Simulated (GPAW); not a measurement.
# puckered PAs monolayer: work function by functional and basis, part 2 of 2

Wanted: work functions and dipole of puckered PAs monolayer, with the cost of each level. Where a layer proves gapped, the work function hangs on where the smearing puts the Fermi level, and the band edges take its place.

GPAW 26.7.0; GPAW, PAW setups; layer in a repeated cell with vacuum, relaxation of atoms and in-plane cell (the session's first sound run).

So far, upper work function (eV): step 3 (the slab's potential, PBE, GPAW) 4.40; step 4 (LDA) 4.65; step 5 (RPBE) 4.31; step 6 (revPBE) 4.31; step 7 (GPAW, PAW setups) 4.61.

**8. Self-consistent run: xc = "vdW-DF2"**

The same geometry under vdW-DF2, to see how far the functional moves the levels against the vacuum (the van der Waals functionals take revPBE setups).

run.py

```python
import json
import numpy as np
from ase import Atoms
from gpaw import GPAW, PW

slab = Atoms(
    ['P', 'As', 'As', 'P'],
    positions=[
        [0.37123, -0.00000, 9.08283],
        [1.97898, 1.75203, 9.00000],
        [4.32917, 0.00000, 11.34989],
        [2.72142, 1.75203, 11.26708]],
    cell=[[4.70038, -0.0, 0.0], [-0.0, 3.50406, 0.0], [0.0, 0.0, 20.3499]],
    pbc=[True, True, False])

slab.calc = GPAW(mode=PW(400), xc='vdW-DF2', kpts={'size': (6, 8, 1), 'gamma': True},
                 occupations={'name': 'fermi-dirac', 'width': 0.05}, nbands='160%',
                 convergence={'density': 1e-05}, maxiter=200,
                 poissonsolver={'dipolelayer': 'xy'},
                 symmetry={'tolerance': 1e-3}, txt='slab.txt')
result = {}
energy = slab.get_potential_energy()
fermi = slab.calc.get_fermi_level()
v = slab.calc.get_electrostatic_potential().mean((0, 1)) - fermi
n = slab.calc.get_pseudo_density().mean((0, 1))
L = slab.cell[2, 2]
z = np.arange(len(v)) * L / len(v)
low, high = slab.positions[:, 2].min(), slab.positions[:, 2].max()
below, above = np.interp([low - 6.8, high + 6.8], z, v)
slopes = [np.interp(x, z, np.gradient(v, z)) for x in (low - 6.8, high + 6.8)]
eps = np.array([[slab.calc.get_eigenvalues(k, s) for k in range(len(slab.calc.get_ibz_k_points()))]
                for s in range(slab.calc.get_number_of_spins())]) - fermi
top, bottom = eps[eps < 0].max(), eps[eps > 0].min()
dipole = slab.get_dipole_moment()[2]
print(f'energy {energy:.4f} eV, Fermi level {fermi:.4f} eV, dipole {dipole:.5f} e A')
print(f'potential 6.8 A off the faces, from the Fermi level: lower {below:.4f} eV, upper {above:.4f} eV')
print(f'slope of the potential there: lower {slopes[0]:.5f}, upper {slopes[1]:.5f} eV/A')
print(f'nearest levels on the mesh: {top:.4f} and {bottom:.4f} eV')
print('magnetic moment', round(slab.get_magnetic_moment(), 3))
result.update(energy=energy, fermi=fermi, dipole=dipole, below=below, above=above, slopes=slopes, edges=[top, bottom],
              z=z.tolist(), v=v.tolist(), n=n.tolist(), positions=slab.positions.tolist(),
              forces=slab.get_forces(apply_constraint=False).tolist(), moments=slab.get_magnetic_moments().tolist())
json.dump(result, open('result.json', 'w'))
```

Launch:

```bash
$ OMP_NUM_THREADS=1 OPENBLAS_NUM_THREADS=1 python run.py
```

Run time: 38 s. Hardware: 1 thread of Arm Neoverse V2, shared host; peak memory 0.45 GiB.

This step gave:

* dipole along the normal: -3.04e-5 e·Å
* levels nearest the Fermi level on the mesh: -0.3182, 0.3079 eV from the Fermi level
* upper work function: 4.879 eV
* lower work function: 4.879 eV
* upper ionisation energy: 5.197 eV

The highest filled level lies 0.318 eV under the Fermi level, so the ionisation energy from the upper face is 4.879 + 0.318 = 5.197 eV, against 4.869 eV in the base run.

**9. Real-space grid: mode = "fd"**

A real-space grid is a second complete basis, so it checks the plane-wave result.

run.py, as its differences from that of step 8:

```diff
@@ -3,3 +3,3 @@
 from ase import Atoms
-from gpaw import GPAW, PW
+from gpaw import GPAW
 
@@ -15,3 +15,3 @@
 
-slab.calc = GPAW(mode=PW(400), xc='vdW-DF2', kpts={'size': (6, 8, 1), 'gamma': True},
+slab.calc = GPAW(mode='fd', h=0.18, xc='PBE', kpts={'size': (6, 8, 1), 'gamma': True},
                  occupations={'name': 'fermi-dirac', 'width': 0.05}, nbands='160%',
```

It took 1.8 min on 1 thread; peak memory 0.67 GiB.

Numbers from this step:

- dipole along the normal: 9.22e-7 e·Å
- levels nearest the Fermi level on the mesh: -0.4654, 0.4551 eV from the Fermi level
- upper work function: 4.404 eV
- lower work function: 4.404 eV
- upper ionisation energy: 4.869 eV

Table of electrostatic potential energy of an electron (without an applied field's), less the Fermi level, planar mean by z:

z (Å), electrostatic potential energy of an electron (without an applied field's), less the Fermi level, planar mean (eV) and a bar from the least value:
```
      0.0        4.4 ##############################
      0.5        4.4 ##############################
      1.0        4.4 ##############################
      1.5        4.4 ##############################
      2.0        4.4 ##############################
      2.5        4.4 ##############################
      3.0        4.4 ##############################
      3.5        4.4 ##############################
      4.0        4.4 ##############################
      4.5        4.4 ##############################
      5.0        4.4 ##############################
      5.5        4.4 ##############################
      6.0        4.4 ##############################
      6.5        4.4 ##############################
      7.0        4.3 ##############################
      7.5        3.8 #############################
      8.0        1.7 ###########################
      8.5       -6.1 ################
      9.0      -18.7 
      9.5       -8.9 #############
     10.0       -0.3 ########################
     10.5       -1.8 ######################
     11.0      -13.3 #######
     11.5      -16.2 ###
     12.0       -2.7 #####################
     12.5        2.7 ############################
     13.0        4.0 #############################
     13.5        4.3 ##############################
     14.0        4.4 ##############################
     14.5        4.4 ##############################
     15.0        4.4 ##############################
     15.5        4.4 ##############################
     16.0        4.4 ##############################
     16.5        4.4 ##############################
     17.0        4.4 ##############################
     17.5        4.4 ##############################
     18.0        4.4 ##############################
     18.5        4.4 ##############################
     19.0        4.4 ##############################
     19.5        4.4 ##############################
     20.0        4.4 ##############################
```

The highest filled level lies 0.465 eV under the Fermi level, so the ionisation energy from the upper face is 4.404 + 0.465 = 4.869 eV, against 4.869 eV in the base run.

**10. Atomic orbitals: mode = "lcao"**

Atom-centred orbitals end a few angstrom from the surface, which tests how much the density's tail matters.

run.py, as its differences from that of step 9:

```diff
@@ -15,4 +15,4 @@
 
-slab.calc = GPAW(mode='fd', h=0.18, xc='PBE', kpts={'size': (6, 8, 1), 'gamma': True},
-                 occupations={'name': 'fermi-dirac', 'width': 0.05}, nbands='160%',
+slab.calc = GPAW(mode='lcao', basis='dzp', h=0.18, xc='PBE', kpts={'size': (6, 8, 1), 'gamma': True},
+                 occupations={'name': 'fermi-dirac', 'width': 0.05}, nbands='120%',
                  convergence={'density': 1e-05}, maxiter=200,
```

Elapsed: 39 s, on 1 thread; peak memory 0.33 GiB.

Numbers from this step:

```
dipole along the normal                    : -1.13e-6 e·Å
levels nearest the Fermi level on the mesh : -0.5406, 0.5340 eV from the Fermi level
upper work function                        : 4.242 eV
lower work function                        : 4.242 eV
upper ionisation energy                    : 4.783 eV
```

The highest filled level lies 0.541 eV under the Fermi level, so the ionisation energy from the upper face is 4.242 + 0.541 = 4.783 eV, against 4.869 eV in the base run.

**11. Cost and result by level**

Times are for 1 thread of Arm Neoverse V2, shared host. The runs compared:

```tsv
no.	run	upper ionisation energy (eV)	time	memory (GiB)
1	pw	4.869	29 s	0.24
2	LDA	5.073	28 s	0.23
3	RPBE	4.794	29 s	0.24
4	revPBE	4.793	29 s	0.24
5	optPBE vdW	5.064	38 s	0.45
6	vdW DF2	5.197	38 s	0.45
7	fd	4.869	1.8 min	0.67
8	lcao	4.783	39 s	0.33
```

**12. Side by side**

Results and costs are gathered.

This step: comparison of work functions, dipole and cost (GPAW 26.7.0).

Ladder, by row:

```tsv
step	code	work function, upper (eV)	work function, lower (eV)	dipole (e Å)	wall time (s)	peak memory (GiB)	threads
pw	GPAW	4.403	4.403	-3.29e-5	29.14	0.24	1
LDA	GPAW	4.646	4.646	-3.39e-5	28.21	0.23	1
RPBE	GPAW	4.311	4.311	-3.23e-5	29.34	0.24	1
revPBE	GPAW	4.307	4.307	-3.26e-5	29.12	0.24	1
optPBE-vdW	GPAW	4.611	4.611	-3.25e-5	37.83	0.45	1
vdW-DF2	GPAW	4.879	4.879	-3.04e-5	37.98	0.45	1
fd	GPAW	4.404	4.404	9.22e-7	108	0.67	1
lcao	GPAW	4.242	4.242	-1.13e-6	38.67	0.33	1
```

**13. A changed run**

One more run, with changed settings.

This step: GPAW, PAW setups; slab in vacuum (GPAW 26.7.0).

run.py, as its differences from that of step 10:

```diff
@@ -3,3 +3,3 @@
 from ase import Atoms
-from gpaw import GPAW
+from gpaw import GPAW, PW
 
@@ -15,5 +15,5 @@
 
-slab.calc = GPAW(mode='lcao', basis='dzp', h=0.18, xc='PBE', kpts={'size': (6, 8, 1), 'gamma': True},
-                 occupations={'name': 'fermi-dirac', 'width': 0.05}, nbands='120%',
-                 convergence={'density': 1e-05}, maxiter=200,
+slab.calc = GPAW(mode=PW(100), xc='PBE', kpts={'size': (6, 8, 1), 'gamma': True},
+                 occupations={'name': 'fermi-dirac', 'width': 0.05}, nbands='160%',
+                 convergence={'density': 1e-05}, maxiter=50,
                  poissonsolver={'dipolelayer': 'xy'},
```

Run time: 4.7 s. Hardware: 1 thread; peak memory 0.13 GiB.

The run finished. A setting was moved off its sound value on purpose, so it serves as a test and not as the result.

The fault put into the input: a cutoff far too low (ecut = 100).

Side by side:

```tsv
quantity	this run	sound run	difference
upper work function (eV)	4.3819	4.4033	-0.0214
lower work function (eV)	4.3819	4.4033	-0.0214
upper ionisation energy (eV)	4.8587	4.8689	-0.0102
```

**14. Results**

```yaml
work_function_both_faces_fermi_level_placed_in_the_gap_by_the_smearing: 4.40 eV
ionisation_energy_from_the_upper_face_highest_filled_level_on_the_mesh: 4.87 eV
electron_affinity_from_the_upper_face_lowest_empty_kohn_sham_level_on_the_mesh: 3.95 eV
dipole_along_the_normal: -3.3e-5 e Å, near the numerical noise
```

What this shows: With plane waves and PBE the ionisation energy from the upper face is 4.87 eV and the Kohn-Sham electron affinity 3.95 eV. The levels nearest the Fermi level on the mesh lie 0.921 eV apart, so the slab is gapped there: the smearing puts the Fermi level inside the gap, and from either face the ionisation energy is the work function plus 0.47 eV. Both are Kohn-Sham levels on the mesh, and semilocal gaps are too small, so the affinity tends to come out too large and the ionisation energy too small. Work functions of a gapped slab move with the place of the Fermi level in the gap; over the runs without a planted fault the highest filled level on the mesh lies 4.78 (lcao) to 5.20 eV (vdW-DF2) under the upper vacuum level. The layer's cell and atoms come from the relaxation; spin-orbit coupling and temperature are left out.

[Logs are printed without paths, hosts, clocks, repeated set-up lines and the standing remarks that a program may print on its own settings, such as how far it seeks lower states.]

[Hosts, paths, dates, database ids (printed as entryN), source tags and the programs' standing remarks are cut or masked in the printed files.]
